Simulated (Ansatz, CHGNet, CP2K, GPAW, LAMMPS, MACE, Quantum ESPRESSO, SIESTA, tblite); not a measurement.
**Other levels on glassy 63GeO2-37Al2O3 (mol %) (112 atoms)**

Density of this cell: 3.52 g/cm³. The cell holds 112 atoms: 19 Ge, 22 Al and 71 O. Cell: a = 11.365 Å, b = 11.365 Å, c = 11.365 Å, α = 90.0°, β = 90.0°, γ = 90.0°. 112 atoms (19 Ge, 22 Al, 71 O) placed at random at 3.4 g/cm³, melted at 4000 K for 10 ps at fixed volume with the Morse and Coulomb pair potential with partial charges (Pedone, Malavasi, Menziani, Cormack and Segre, J. Phys. Chem. B 110, 11780 (2006)). Quenched from 4000 K to 300 K at 20 K/ps and fixed volume, held 10 ps at zero pressure.

Geometry: as built.

The reference, a calculation:

| Property | Result |
| --- | --- |
| method | Kohn-Sham DFT, PBE, PAW, plane waves (Ansatz 0.2.0); cutoff 420 eV, Γ point, fermi-dirac smearing of 0.05 eV; PAW set soft_2 |
| r.m.s. force component | 1.206 eV/Å |
| longest force | 5.752 eV/Å |
| pressure | 10.84 GPa |
| gap (highest filled to lowest empty level) | 2.636 eV |
| SCF cycles | 9 |
| time | 13 s on 8 threads of Arm Neoverse V2, shared host |
| CPU time | 99 s |

Q: Estimate the differences from the reference, the CPU time and the memory of each run.
- tblite GFN2-xTB (tblite 0.8.0; 1 thread)
- GPAW PBE, LCAO szp(dzp), h 0.18 Å (GPAW 26.7.0; 1 thread)
- CP2K GFN1-xTB, OT DIIS (CP2K 2026.2; 1 thread)
- MACE MPA-0 medium potential (MACE MPA-0 medium; 1 thread)
- CP2K PBE, DZVP-MOLOPT-SR, 600/50 Ry, SIGN filter 1e-04, SCF 1e-05 (CP2K 2026.2; 4 MPI ranks)
- SIESTA PBE, SZ, shift 0.01 Ry, mesh 500 Ry (SIESTA 5.4.2; 1 thread)
- CHGNet r2SCAN potential (CHGNet r2SCAN; 1 thread)
- CP2K PBE, DZVP-MOLOPT-SR, 600/50 Ry, OT CG (CP2K 2026.2; 4 MPI ranks)
- CP2K PBE, DZVP-MOLOPT-SR, 600/50 Ry, SIGN filter 1e-07, SCF 1e-07 (CP2K 2026.2; 4 MPI ranks)
- CP2K PBE, SZV-MOLOPT-SR, 600/50 Ry, OT CG (CP2K 2026.2; 2 threads)

Differences are against the plane-wave reference, forces as r.m.s. over components; share is that over the reference's r.m.s. force, slope the least-squares factor from reference forces to these. Total energies of different programs have different zeros and aren't compared.

```csv
run,"Δ force, r.m.s. (meV/Å)",share (%),slope,Δ pressure (GPa),Δ gap (eV),cores,CPU time,memory (GiB)
reference,-,-,-,-,-,8,99 s,2.2
tblite GFN2-xTB,684,56.7,0.513,-8.35,-,1,10 s,0.15
"GPAW PBE, LCAO szp(dzp), h 0.18 Å (coarse)",531,44.0,1.296,-,-0.125,1,2.7 min,2.0
"CP2K GFN1-xTB, OT DIIS",638,52.9,0.709,-21.7,-,1,19 s,0.79
MACE MPA-0 medium potential,105,8.74,0.960,0.145,-,1,7.8 s,1.2
"CP2K PBE, DZVP-MOLOPT-SR, 600/50 Ry, SIGN filter 1e-04, SCF 1e-05 (coarse)",122,10.1,0.996,-0.086,-,4,9 min,3.7
"SIESTA PBE, SZ, shift 0.01 Ry, mesh 500 Ry (coarse)",530,44.0,1.275,11.9,-0.650,1,2.4 min,1.3
CHGNet r2SCAN potential,382,31.7,0.712,-6.14,-,1,3.7 s,1.5
"CP2K PBE, DZVP-MOLOPT-SR, 600/50 Ry, OT CG",88.8,7.36,0.988,-0.0973,-0.126,4,13 min,3.9
"CP2K PBE, DZVP-MOLOPT-SR, 600/50 Ry, SIGN filter 1e-07, SCF 1e-07",90.8,7.53,0.990,-0.0953,-,4,12 min,3.7
"CP2K PBE, SZV-MOLOPT-SR, 600/50 Ry, OT CG (coarse)",360,29.8,1.159,12.0,-0.405,2,8.1 min,2.2
```

Rows marked coarse were listed beforehand as settings not expected to be converged; some can still land near the reference.

Times of the machine-learned potentials are mostly Python's start and the loading of weights.

CPU time is summed over cores on a shared host, where runs went side by side, so it is rough. Symmetry, cutoffs, thresholds, outputs and thread counts weren't matched or tuned between programs; memory under MPI is the largest rank's times the ranks.

The PBE runs in local orbitals, coarse settings apart, differ by 7.4 % (CP2K PBE, DZVP-MOLOPT-SR, 600/50 Ry, OT CG) to 7.5 % (CP2K PBE, DZVP-MOLOPT-SR, 600/50 Ry, SIGN filter 1e-07, SCF 1e-07); basis, grid and potentials can all enter. Tight binding differs by 53 % (CP2K GFN1-xTB, OT DIIS) to 57 % (tblite GFN2-xTB); it is another model, with fitted parameters of its own, and the xTB methods hold dispersion. Machine-learned potentials differ by 8.7 % (MACE MPA-0 medium potential) to 32 % (CHGNet r2SCAN potential); they were trained on other programs' data, some at another functional. Runs with settings chosen to be coarse differ by 10 % (CP2K PBE, DZVP-MOLOPT-SR, 600/50 Ry, SIGN filter 1e-04, SCF 1e-05) to 44 % (GPAW PBE, LCAO szp(dzp), h 0.18 Å), their programs' other errors included. Periodic xTB results under one method name differ between programs and library versions. Machine-learned potentials mimic data converged in k, so the reference's own k-point error enters their differences. The network of bonds at the start is that of the classical potential that made the cell, and needn't be the one that DFT or experiment would give. The electronic-structure runs sample only Γ, in a cell whose shortest periodic width is 11 Å.

[Logs are printed without paths, hosts, clocks, repeated set-up lines and the standing remarks that a program may print on its own settings, such as how far it seeks lower states.]

[Hosts, paths, dates, database ids (printed as entryN), source tags and the programs' standing remarks are cut or masked in the printed files.]
